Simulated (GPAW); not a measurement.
# How the form of the self-energy moves the gap of Bi2SO2 (Pnnm)

Aim: compare treatments of exchange, screening and correlation for the gap of Bi2SO2 (Pnnm).

Method: LDA and many-body steps on it, plane waves, in GPAW 26.7.0.

### Step 1. The starting structure

Symmetry: Pnnm, No. 58, orthorhombic system. Conventional cell: a = 3.877 Å, b = 11.964 Å, c = 3.843 Å, α = 90.00°, β = 90.00°, γ = 90.00°. Nearest to Bi lie 4 O at 2.24 to 2.38 Å and 2 S at 3.05 Å. Nearest to S lie 4 Bi at 3.05 Å. O has 4 Bi at 2.24 to 2.38 Å nearest. Farther neighbours and most contacts between anions are not listed.

Coordinates:

```cif
data_structure
_symmetry_space_group_name_H-M 'Pnnm'
_symmetry_Int_Tables_number 58
_cell_length_a 3.8773
_cell_length_b 11.9637
_cell_length_c 3.8426
_cell_angle_alpha 90.000
_cell_angle_beta 90.000
_cell_angle_gamma 90.000
_cell_volume 178.25
loop_
_atom_site_label
_atom_site_type_symbol
_atom_site_symmetry_multiplicity
_atom_site_Wyckoff_symbol
_atom_site_fract_x
_atom_site_fract_y
_atom_site_fract_z
_atom_site_occupancy
Bi1 Bi 4 g 0.41934 0.85612 0.50000 1
S1 S 2 a 0.00000 0.00000 0.00000 1
O1 O 4 g 0.44100 0.74911 0.00000 1
```

The cell and positions are those that the Materials Project relaxed with its own functionals (PBE, PBE+U or r2SCAN), kept fixed. Spin-orbit coupling is left out unless a step names it.

### Step 2. Empty states on the mesh, 4×1×4 mesh, 609 bands

This step: GPAW 26.7.0; DFT, LDA, plane waves, PAW.

The sums over transitions need many empty states on a uniform mesh; this step solves for them.

File run.py:

```python
import json
import numpy as np
from gpaw.mpi import world
from gpaw import GPAW

calc = GPAW('gs.gpw').fixed_density(kpts={'size': (4, 1, 4), 'gamma': True},
    parallel={'domain': 1, 'band': 1},
    txt='nscf.txt')
calc.diagonalize_full_hamiltonian(nbands=609)
calc.write('full.gpw', mode='all')
res = {}
kpts = calc.get_ibz_k_points()
res['kpts'] = kpts
res['eigenvalues'] = [calc.get_eigenvalues(kpt=k) for k in range(len(kpts))]
res['n_electrons'] = calc.get_number_of_electrons()

if world.rank == 0:
    with open('result.json', 'w') as f:
        json.dump(res, f, default=lambda x: x.tolist())
```

Launch:

```bash
$ mpirun -n 4 gpaw python run.py
```

Numbers of over 12 decimals in the logs are rounded to 6 here.

Output:

```text
Diagonalizing LCAO Hamiltonian
Converting LCAO to pw mode
convergence criteria:
- Maximum integral of absolute [eigenst]ate change: 4e-08 eV^2 / valence electron
maximum number of iterations: 100

SCF iterations
|iter     |     time |      energy | eigst |  dens |
|iter:   1|  |             | +0.26 |       |
|iter:   2|  |             | -1.23 |       |
|iter:   3|  |             | -2.20 |       |
[...]
|iter:  48|  |             | -6.02 |       |
|iter:  49|  |             | -6.08 |       |
[... further lines of this kind ...]
|iter:  85|  |             | -7.41c|       |
SCF steps: 85
  __  _  _
 | _ |_)|_||  |
 |__||  | ||/\| - 26.7.0

Input parameters:
  mode=PW(ecut=600.0),
  convergence={'density': 1e-06, 'bands': -3},
  gpts=array([24, 70, 24]),
  kpts=MonkhorstPack(size=(4, 1, 4), gamma=True),
  maxiter=100,
  nbands=59,
  occupations=Occupations(name='fermi-dirac', width=0.001, fixmagmom=False),
  parallel={'domain': 1, 'band': 1},
  xc=XC(name='LDA')
Matrix size: 5963x5963
# Writing to full.gpw (mode='all')
  [... matrices ...]

timing:  # [seconds]
  Total: 262.019  # ━━━━━━━━━━━━━━━━━━━━━━━━━━━━━━━━━━━━━━━━━━━━━━━━━━━━━━━━━
```

It took 5.2 min on 4 MPI ranks of AMD EPYC 9R14 (Zen 4), shared host; peak memory 12 GiB; 21 min of CPU time.

Numbers from this step:

```yaml
gap: 0.7403 eV
k_of_the_valence_top: 0.5, 0, 0
k_of_the_conduction_bottom: 0, 0, 0
least_direct_gap: 1.074 eV
k_points_computed: 9
lowest_point_of_the_top_converged_band_above_the_valence_top: 113.5112 eV
```

On this mesh the gap is 0.740 eV.

### Step 3. G0W0, Godby-Needs plasmon pole

Now the one-shot GW correction: screening in the RPA, then the self-energy of the levels asked for.

This step: G0W0 on LDA, plane waves, PAW.

File run.py:

```python
import json
import numpy as np
from gpaw.mpi import world
from gpaw.response.g0w0 import G0W0

gw = G0W0('full.gpw',
    filename='gw',
    kpts=[0, 6],
    bands=(46, 50),
    ecut=78,
    nbands=278,
    integrate_gamma='WS',
    ppa=True)
gw.calculate()
res = {mode: {k: v for k, v in r.items() if k != 'sigma_eskwn'}
       for mode, r in gw.all_results.items()}

if world.rank == 0:
    with open('result.json', 'w') as f:
        json.dump(res, f, default=lambda x: x.tolist())
```

Launch:

```bash
$ mpirun -n 4 gpaw python run.py
```

Output:

```text
Using integrator: PointIntegrator
FrequencyGridDescriptor(from 0.000+0.000j to 0.000+27.211j eV, 2 points)
Nonperiodic BCs:  [False False False]
Using integrator: PointIntegrator
FrequencyGridDescriptor(from 0.000+0.000j to 0.000+27.211j eV, 2 points)
Nonperiodic BCs:  [False False False]
  ___  _ _ _
 |   || | | |
 | | || | | |
 |__ ||_____|
 |___|

BZ k-points: Symmetries present (total): 4

  [... matrices ...]
16 k-points: 4 x 1 x 4 Monkhorst-Pack grid + [1/8,0.000000,1/8]
9 k-points in the irreducible part of the Brillouin zone
       k-points in crystal coordinates                weights
   0:     0.00000000    0.00000000    0.00000000          1/16
   1:     0.00000000    0.00000000    0.25000000          2/16
   2:     0.00000000    0.00000000    0.50000000          1/16
   3:     0.25000000    0.00000000    0.00000000          2/16
   4:     0.25000000    0.00000000    0.25000000          4/16
   5:     0.25000000    0.00000000    0.50000000          2/16
   6:     0.50000000    0.00000000    0.00000000          1/16
   7:     0.50000000    0.00000000    0.25000000          2/16
   8:     0.50000000    0.00000000    0.50000000          1/16

Distributing spins, k-points and bands (1 x 2 x 4) over 4 processes
Number of blocks: 1

Quasi particle states:
k-points (IBZ indices): [0, 6]
Band range: (46, 50)
  [... matrices ...]
Computational parameters:
Plane wave cut-off: 78 eV
Number of bands: 278
Coulomb cutoff: None
Broadening: 0.1 eV

fxc modes: GW
Kernel: RPA
Using Godby-Needs plasmon-pole approximation:
  Fitting energy: i*E0, E0 = 1.000 Hartree
Summing all q:

Calculating screened Coulomb potential
No Coulomb truncation
FrequencyGridDescriptor(from 0.000+0.000j to 0.000+27.211j eV, 2 points)
Removing empty qpoint cache files...

Calculating chi0 body with:
    Ground state adapter containing:
    Number of spins: 1
    Number of kpoints: 16
    Number of irreducible kpoints: 9
    Number of completely occupied states: 48
    Number of partially occupied states: 48
    Occupied states memory: 29.53125 M / cpu

    Linear response parametrization:
    q_c: [0.0, 0.0, 0.0]
    Number of frequency points: 2
    Planewave cutoff: 78.0
    Number of bands: 278
    Number of planewaves: 281
    Broadening (eta): 1e-06
    comm.size: 4
    kncomm.size: 4
    blockcomm.size: 1

    Memory estimate of potentially large arrays:
        chi0_wGG: 2.409698 M / cpu
Integrating chi0 body.

Symmetries of q_c:
    Direct symmetries (Uq -> q): 4
    Indirect symmetries (TUq -> q): 0
In total 4 allowed symmetries.

  [... matrices ...]
9 groups of equivalent kpoints. 43.75% reduction.

Integral kind: response function
Integrating chi0 head and wings.

Symmetries of q_c:
    Direct symmetries (Uq -> q): 4
    Indirect symmetries (TUq -> q): 0
In total 4 allowed symmetries.

  [... matrices ...]
9 groups of equivalent kpoints. 43.75% reduction.

Integral kind: response function wings

Calculating chi0 body with:
    Ground state adapter containing:
    Number of spins: 1
    Number of kpoints: 16
    Number of irreducible kpoints: 9
    Number of completely occupied states: 48
    Number of partially occupied states: 48
    Occupied states memory: 29.53125 M / cpu

    Linear response parametrization:
[... the further q-points ...]

Results:
f:      Occupation numbers
eps:     KS-eigenvalues [eV]
vxc:     KS vxc [eV]
exx:     Exact exchange [eV]
sigma:   Self-energies [eV]
dsigma:  Self-energy derivatives
Z:       Renormalization factors
qp:      QP-energies [eV]

k-point 0 (0): (0.000, 0.000, 0.000)                GW
band       f     eps     vxc     exx   sigma  dsigma       Z      qp
                                                                   GW
  46   1.000   6.100 -15.502 -18.245   2.598  -0.292   0.774   5.988
  47   1.000   6.188 -15.338 -17.497   2.086  -0.278   0.783   6.131
  48   0.000   7.261 -14.569 -10.665  -3.077  -0.227   0.815   7.935
  49   0.000   7.890 -14.978 -10.774  -3.078  -0.231   0.812   8.804

k-point 1 (6): (0.500, 0.000, 0.000)                GW
band       f     eps     vxc     exx   sigma  dsigma       Z      qp
                                                                   GW
  46   1.000   6.521 -17.837 -19.726   2.265  -0.282   0.780   6.814
  47   1.000   6.521 -17.837 -19.726   2.265  -0.282   0.780   6.814
  48   0.000   9.268 -15.828 -11.791  -3.015  -0.250   0.800  10.087
  49   0.000   9.268 -15.828 -11.791  -3.015  -0.250   0.800  10.087
```

Run time: 2.6 min. Hardware: 4 MPI ranks; peak memory 2.8 GiB.

Numbers from this step:

| Property | Result |
| --- | --- |
| G0W0 gap on the points computed | 1.121 eV |
| least direct G0W0 gap on the computed points | 1.804 eV |
| Z at the valence top | 0.7800 |
| Z at the conduction bottom | 0.8152 |
| starting gap on the mesh | 0.7403 eV |
| k of the valence top | 0.5, 0, 0 |
| k of the conduction bottom | 0, 0, 0 |

The gap on the mesh goes from 0.74 eV to 1.12 eV, a correction of +0.38 eV.

### Step 4. One-shot HSE06

This step: one-shot HSE06 levels on LDA orbitals, plane waves, PAW.

File run.py:

```python
import json
import numpy as np
from gpaw.mpi import world
from gpaw.hybrids.eigenvalues import non_self_consistent_eigenvalues

dft, vxc, vxc_hyb = non_self_consistent_eigenvalues('full.gpw', 'HSE06', 46, 50, kpt_indices=[0, 6])
res = {'dft': dft[0], 'hybrid': (dft - vxc + vxc_hyb)[0]}
if world.rank == 0:
    with open('hybrid.txt', 'w') as f:
        for k, e0, e1 in zip([0, 6], res['dft'], res['hybrid']):
            print(k, ' '.join(f'{x:9.4f}' for x in e0), '|', ' '.join(f'{x:9.4f}' for x in e1), file=f)

if world.rank == 0:
    with open('result.json', 'w') as f:
        json.dump(res, f, default=lambda x: x.tolist())
```

Launch:

```bash
$ mpirun -n 4 gpaw python run.py
```

Output:

```text
IBZ(<points: 9, symmetries: 4>)
Occupied bands: 48
Transforming wave functions from IBZ to BZ: 0.065 seconds
Distributing wave functions and iFFT-ing to real space: 0.291 seconds
Calculating eigenvalues:
  k-points: 2
  Bands: 46-49 (inclusive)
  Seconds: 2.286 (wave-function broadcasting: 0.024 seconds)
HSE06-eigenvalue shifts:
  min: -0.530 eV
  ave: 0.121 eV
  max: 0.738 eV
```

Elapsed: 7.2 s, on 4 MPI ranks; peak memory 1.8 GiB; 27 s of CPU time.

Numbers from this step:

- starting gap on the mesh: 0.7403 eV
- hybrid gap on the mesh: 1.661 eV
- least direct hybrid gap on the computed points: 2.061 eV

### Step 5. G0W0, extrapolated in the cutoff

This step: G0W0 on LDA, plane waves, PAW.

File run.py:

```python
import json
import numpy as np
from gpaw.mpi import world
from gpaw.response.g0w0 import G0W0

gw = G0W0('full.gpw',
    filename='gw',
    kpts=[0, 6],
    bands=(46, 50),
    ecut=130.0,
    integrate_gamma='WS',
    ppa=True,
    ecut_extrapolation=True)
gw.calculate()
res = {mode: {k: v for k, v in r.items() if k != 'sigma_eskwn'}
       for mode, r in gw.all_results.items()}

if world.rank == 0:
    with open('result.json', 'w') as f:
        json.dump(res, f, default=lambda x: x.tolist())
```

Launch:

```bash
$ mpirun -n 4 gpaw python run.py
```

Output:

```text
Using integrator: PointIntegrator
FrequencyGridDescriptor(from 0.000+0.000j to 0.000+27.211j eV, 2 points)
Nonperiodic BCs:  [False False False]
Using integrator: PointIntegrator
FrequencyGridDescriptor(from 0.000+0.000j to 0.000+27.211j eV, 2 points)
Nonperiodic BCs:  [False False False]
  ___  _ _ _
 |   || | | |
 | | || | | |
 |__ ||_____|
 |___|

BZ k-points: Symmetries present (total): 4

  [... matrices ...]
16 k-points: 4 x 1 x 4 Monkhorst-Pack grid + [1/8,0.000000,1/8]
9 k-points in the irreducible part of the Brillouin zone
       k-points in crystal coordinates                weights
   0:     0.00000000    0.00000000    0.00000000          1/16
   1:     0.00000000    0.00000000    0.25000000          2/16
   2:     0.00000000    0.00000000    0.50000000          1/16
[...]
7:     0.50000000    0.00000000    0.25000000          2/16
   8:     0.50000000    0.00000000    0.50000000          1/16

Distributing spins, k-points and bands (1 x 2 x 4) over 4 processes
Number of blocks: 1

Quasi particle states:
k-points (IBZ indices): [0, 6]
Band range: (46, 50)
  [... matrices ...]
Computational parameters:
Extrapolating to infinite plane wave cut-off using points at:
  112.031 eV
  120.183 eV
  130.000 eV
Number of bands: 599
Coulomb cutoff: None
Broadening: 0.1 eV

fxc modes: GW
Kernel: RPA
Using Godby-Needs plasmon-pole approximation:
  Fitting energy: i*E0, E0 = 1.000 Hartree
Summing all q:

Calculating screened Coulomb potential
No Coulomb truncation
FrequencyGridDescriptor(from 0.000+0.000j to 0.000+27.211j eV, 2 points)
Removing empty qpoint cache files...

Calculating chi0 body with:
    Ground state adapter containing:
    Number of spins: 1
    Number of kpoints: 16
    Number of irreducible kpoints: 9
[...]
chi0_wGG: 10.803986 M / cpu
Integrating chi0 body.

Symmetries of q_c:
    Direct symmetries (Uq -> q): 4
    Indirect symmetries (TUq -> q): 0
In total 4 allowed symmetries.

  [... matrices ...]
9 groups of equivalent kpoints. 43.75% reduction.

Integral kind: response function
Integrating chi0 head and wings.

Symmetries of q_c:
    Direct symmetries (Uq -> q): 4
    Indirect symmetries (TUq -> q): 0
In total 4 allowed symmetries.

  [... matrices ...]
9 groups of equivalent kpoints. 43.75% reduction.

Integral kind: response function wings

Calculating chi0 body with:
    Ground state adapter containing:
    Number of spins: 1
    Number of kpoints: 16
    Number of irreducible kpoints: 9
    Number of completely occupied states: 48
    Number of partially occupied states: 48
    Occupied states memory: 29.53125 M / cpu

    Linear response parametrization:
[... the further q-points ...]
Extrapolating selfenergy to infinite energy cutoff:
  Performing linear fit to 3 points
  Warning: Bad quality of linear fit for some (n,k).
           Higher cutoff might be necessary.
  Minimum R^2 = 0.1325. (R^2 Should be close to 1)
  [... matrices ...]
Results:
f:      Occupation numbers
eps:     KS-eigenvalues [eV]
vxc:     KS vxc [eV]
exx:     Exact exchange [eV]
sigma:   Self-energies [eV]
dsigma:  Self-energy derivatives
Z:       Renormalization factors
qp:      QP-energies [eV]

k-point 0 (0): (0.000, 0.000, 0.000)                GW
band       f     eps     vxc     exx   sigma  dsigma       Z      qp
                                                                   GW
  46   1.000   6.100 -15.502 -18.245   1.976  -0.299   0.770   5.510
  47   1.000   6.188 -15.338 -17.497   1.433  -0.283   0.780   5.622
  48   0.000   7.261 -14.569 -10.665  -3.424  -0.235   0.809   7.650
[...]
k-point 1 (6): (0.500, 0.000, 0.000)                GW
band       f     eps     vxc     exx   sigma  dsigma       Z      qp
                                                                   GW
[...]
48   0.000   9.268 -15.828 -11.791  -3.513  -0.262   0.793   9.685
  49   0.000   9.268 -15.828 -11.791  -3.513  -0.262   0.793   9.685
```

Run time: 15 min. Hardware: 4 MPI ranks; peak memory 4.2 GiB; 62 min of CPU time.

This step gave:

- quasiparticle gap on the points computed: 1.396 eV
- least direct quasiparticle gap on the computed points: 2.028 eV
- Z at the valence top: 0.7725
- Z at the conduction bottom: 0.8095
- starting gap on the mesh: 0.7403 eV
- k of the valence top: 0.5, 0, 0
- k of the conduction bottom: 0, 0, 0
- gaps at the cutoffs of the extrapolation: 1.213, 1.231, 1.250 eV

Against G0W0 in GPAW (4×1×4 mesh, 278 bands, screening to 78 eV, Godby-Needs plasmon pole), the gap moves by +0.274 eV.

### Step 6. One-shot Hartree-Fock

This step: one-shot Hartree-Fock levels on LDA orbitals, plane waves, PAW.

File run.py:

```python
import json
import numpy as np
from gpaw.mpi import world
from gpaw.hybrids.eigenvalues import non_self_consistent_eigenvalues

dft, vxc, vxc_hyb = non_self_consistent_eigenvalues('full.gpw', 'EXX', 46, 50, kpt_indices=[0, 6])
res = {'dft': dft[0], 'hybrid': (dft - vxc + vxc_hyb)[0]}
if world.rank == 0:
    with open('hybrid.txt', 'w') as f:
        for k, e0, e1 in zip([0, 6], res['dft'], res['hybrid']):
            print(k, ' '.join(f'{x:9.4f}' for x in e0), '|', ' '.join(f'{x:9.4f}' for x in e1), file=f)

if world.rank == 0:
    with open('result.json', 'w') as f:
        json.dump(res, f, default=lambda x: x.tolist())
```

Launch:

```bash
$ mpirun -n 4 gpaw python run.py
```

Output:

```text
IBZ(<points: 9, symmetries: 4>)
Occupied bands: 48
Transforming wave functions from IBZ to BZ: 0.066 seconds
Distributing wave functions and iFFT-ing to real space: 0.330 seconds
Calculating eigenvalues:
  k-points: 2
  Bands: 46-49 (inclusive)
  Seconds: 2.636 (wave-function broadcasting: 0.028 seconds)
HSE06-eigenvalue shifts:
  min: -2.743 eV
  ave: 0.938 eV
  max: 4.203 eV
```

Run time: 7.4 s. Hardware: 4 MPI ranks; peak memory 1.7 GiB; 28 s of CPU time.

This step gave:

```yaml
starting_gap_on_the_mesh: 0.7403 eV
hybrid_gap_on_the_mesh: 6.533 eV
least_direct_hybrid_gap_on_the_computed_points: 7.136 eV
```

### Step 7. G0W0, full frequency, Hilbert transform

This step: G0W0 on LDA, plane waves, PAW.

File run.py:

```python
import json
import numpy as np
from gpaw.mpi import world
from gpaw.response.g0w0 import G0W0

gw = G0W0('full.gpw',
    filename='gw',
    kpts=[0, 6],
    bands=(46, 50),
    ecut=78,
    nbands=278,
    integrate_gamma='WS',
    frequencies={'type': 'nonlinear', 'domega0': 0.1, 'omega2': 15.0},
    eta=0.1,
    nblocksmax=True)
gw.calculate()
res = {mode: {k: v for k, v in r.items() if k != 'sigma_eskwn'}
       for mode, r in gw.all_results.items()}

if world.rank == 0:
    with open('result.json', 'w') as f:
        json.dump(res, f, default=lambda x: x.tolist())
```

Launch:

```bash
$ mpirun -n 4 gpaw python run.py
```

Output:

```text
Using integrator: PointIntegrator
NonLinearFrequencyDescriptor(from 0.000 to 85.064 eV, 255 points)
Nonperiodic BCs:  [False False False]
Using integrator: PointIntegrator
NonLinearFrequencyDescriptor(from 0.000 to 85.064 eV, 255 points)
Nonperiodic BCs:  [False False False]
  ___  _ _ _
 |   || | | |
 | | || | | |
 |__ ||_____|
 |___|

BZ k-points: Symmetries present (total): 4

  [... matrices ...]
16 k-points: 4 x 1 x 4 Monkhorst-Pack grid + [1/8,0.000000,1/8]
9 k-points in the irreducible part of the Brillouin zone
[...]
GW
  46   1.000   6.100 -15.502 -18.245   2.689  -0.382   0.724   6.061
  47   1.000   6.188 -15.338 -17.497   2.169  -0.362   0.734   6.196
  48   0.000   7.261 -14.569 -10.665  -3.034  -0.256   0.796   7.954
[...]
k-point 1 (6): (0.500, 0.000, 0.000)                GW
band       f     eps     vxc     exx   sigma  dsigma       Z      qp
                                                                   GW
[...]
48   0.000   9.268 -15.828 -11.791  -2.994  -0.299   0.770  10.072
  49   0.000   9.268 -15.828 -11.791  -2.994  -0.299   0.770  10.072
```

Elapsed: 4.4 min, on 4 MPI ranks; peak memory 3.1 GiB; 18 min of CPU time.

Numbers from this step:

| Quantity | Value |
| --- | --- |
| G0W0 gap on the points computed | 1.130 eV |
| least direct G0W0 gap on the computed points | 1.758 eV |
| starting gap on the mesh | 0.7403 eV |
| k of the valence top | 0.5, 0, 0 |
| k of the conduction bottom | 0, 0, 0 |

Against G0W0 in GPAW (4×1×4 mesh, 278 bands, screening to 78 eV, Godby-Needs plasmon pole), the gap moves by +0.009 eV.

### Step 8. Side by side

Times are wall times on 4 MPI ranks of AMD EPYC 9R14 (Zen 4), shared host, good to a factor of about two.

| run | mesh | bands | screening cutoff (eV) | DFT gap (eV) | gap on the mesh (eV) | direct (eV) | time |
| --- | --- | --- | --- | --- | --- | --- | --- |
| G0W0, Godby-Needs plasmon pole | 4×1×4 | 278 | 78 | 0.740 | 1.121 | 1.804 | 2.6 min |
| one-shot HSE06 | 4×1×4 | - | - | 0.740 | 1.661 | 2.061 | 7.2 s |
| G0W0, extrapolated in the cutoff | 4×1×4 | - | 130 | 0.740 | 1.396 | 2.028 | 15 min |
| one-shot Hartree-Fock | 4×1×4 | - | - | 0.740 | 6.533 | 7.136 | 7.4 s |
| G0W0, full frequency, Hilbert transform | 4×1×4 | 278 | 78 | 0.740 | 1.130 | 1.758 | 4.4 min |

### Step 9. Outcome

```yaml
g0w0_godby_needs_plasmon_pole: 1.121 eV
one_shot_hse06: 1.661 eV
g0w0_extrapolated_in_the_cutoff: 1.396 eV
one_shot_hartree_fock: 6.533 eV
g0w0_full_frequency_hilbert_transform: 1.130 eV
known_limits: not at the basis limit; no spin-orbit coupling; coarse k mesh
```

What this shows: One-shot HSE06: +0.540 eV against G0W0, Godby-Needs plasmon pole. G0W0, extrapolated in the cutoff: +0.274 eV against G0W0, Godby-Needs plasmon pole, at other bands or cutoff, so not like for like. One-shot Hartree-Fock: +5.412 eV against G0W0, Godby-Needs plasmon pole. G0W0, full frequency, Hilbert transform: +0.009 eV against G0W0, Godby-Needs plasmon pole. Bare exchange alone opens the gap to 6.53 eV; against G0W0, correlation takes back 5.41 eV. One-shot hybrid levels are evaluated on the LDA orbitals. Bands and cutoff are finite, so the gap is not at the basis limit. The miss can reach some tenths of an eV and take either sign; the mesh is an error of its own. These stock PAW sets were not made for GW. In the G0W0 runs levels were corrected at 2 k points alone, so a gap called «on the mesh» is the least over those, and an edge elsewhere would be missed. The program warns of a poor linear fit in the extrapolation of some level, so the extrapolated values are rough. The 4×1×4 mesh is coarse for this cell, which bears on the long-range parts of exchange and screening. Where an edge is built on 6p states of lead, bismuth or thallium, scalar-relativistic gaps usually stand too wide, by a few tenths to over one eV. The many-body steps are scalar-relativistic: spin-orbit coupling is not in them.

[Paths, hosts, dates, memory and timing lines, banners, echoed tables and standing remarks are left out of the program output.]

[Logs are printed without paths, hosts, clocks, repeated set-up lines and the standing remarks that a program may print on its own settings, such as how far it seeks lower states.]

[Runs of the session that timed out or met a known fault of the program may be left out.]

[Hosts, paths, dates, database ids (printed as entryN), source tags and the programs' standing remarks are cut or masked in the printed files.]
